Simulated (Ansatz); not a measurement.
An input for Ansatz 0.2.0 (SiBPC (zincblende [110] superlattice)):

```yaml
crystal:
  lattice:
    - [3.140640583, 0.0, 0.0]
    - [0.0, 4.4528456644, 5.055e-07]
    - [0.0, 1.4305e-06, 12.6006533662]
  atoms:
    - { symbol: B, position: [0.0, -0.0370428432, 0.0567315172] }
    - { symbol: P, position: [0.5, 0.219662304, 0.0720666123] }
    - { symbol: B, position: [0.5, 0.4709245627, 0.197766228] }
    - { symbol: P, position: [0.0, 0.7235339537, 0.1899345751] }
    - { symbol: B, position: [0.0, -0.0290762478, 0.3174022495] }
    - { symbol: P, position: [0.5, 0.2235335371, 0.3252337836] }
    - { symbol: B, position: [0.5, 0.4629538172, 0.4584365217] }
    - { symbol: P, position: [0.0, 0.7196604401, 0.4431020583] }
    - { symbol: Si, position: [0.0, 0.0390098307, 0.5811794873] }
    - { symbol: C, position: [0.5, 0.277716684, 0.5725258259] }
    - { symbol: Si, position: [0.5, 0.5298817203, 0.6945163783] }
    - { symbol: C, position: [0.0, 0.7763148352, 0.6990456853] }
    - { symbol: Si, position: [0.0, 0.029882343, 0.8206533273] }
    - { symbol: C, position: [0.5, 0.276314885, 0.8161246074] }
    - { symbol: Si, position: [0.5, 0.5390119594, 0.9339905031] }
    - { symbol: C, position: [0.0, 0.7777182187, 0.9426438346] }
kpoints:
  mp_grid: { grid: [8, 6, 2] }
  band_path:
    path:
      - [0.0, 0.0, 0.0]
      - [-0.5, 0.0, 0.0]
      - [-0.5, 0.0, 0.5]
      - [0.0, 0.0, 0.5]
      - [0.0, 0.0, 0.0]
      - [0.0, -0.5, 0.5]
      - [-0.5, -0.5, 0.5]
      - [-0.5, 0.0, 0.0]
      - [-0.5, -0.5, 0.0]
      - [0.0, -0.5, 0.0]
      - [0.0, 0.0, 0.0]
    npoints: 10
hamiltonian:
  xc: pbesol
  pseudopotentials: { kind: paw, azcp: { folder: soft_1 }, xc_functional: pbe }
scf:
  occupations: { method: fermi_dirac, width: 0.02 }
  n_extra_bands: 9
output:
  eigenvalues: true
  write_density: true
  write_potential: true
  elf: true
  volumetric_format: npy
```

```sh
ansatz run input.yaml --threads 4 --pin off --max-ram 17510MiB --backend cpu --events-out ev --progress --plain --runs-dir out
```

**Question.** How long will it take on 4 threads of Arm Neoverse V1, shared host, and how much memory?

It took 23 s; on shared hardware allow 11 s to 45 s. Peak host memory was 0.77 GiB. The sizes that set the cost: 3451 plane waves a state, 40 irreducible k points and 8 SCF cycles.

[Paths, hosts, dates, memory and timing lines, banners, echoed tables and standing remarks are left out of the program output.]

[Logs are printed without paths, hosts, clocks, repeated set-up lines and the standing remarks that a program may print on its own settings, such as how far it seeks lower states.]

[Runs of the session that timed out or met a known fault of the program may be left out.]

[Cells called generated may have been cut or substituted from an entry of the Crystallography Open Database or the Materials Project.]

[Hosts, paths, dates, database ids (printed as entryN), source tags and the programs' standing remarks are cut or masked in the printed files.]
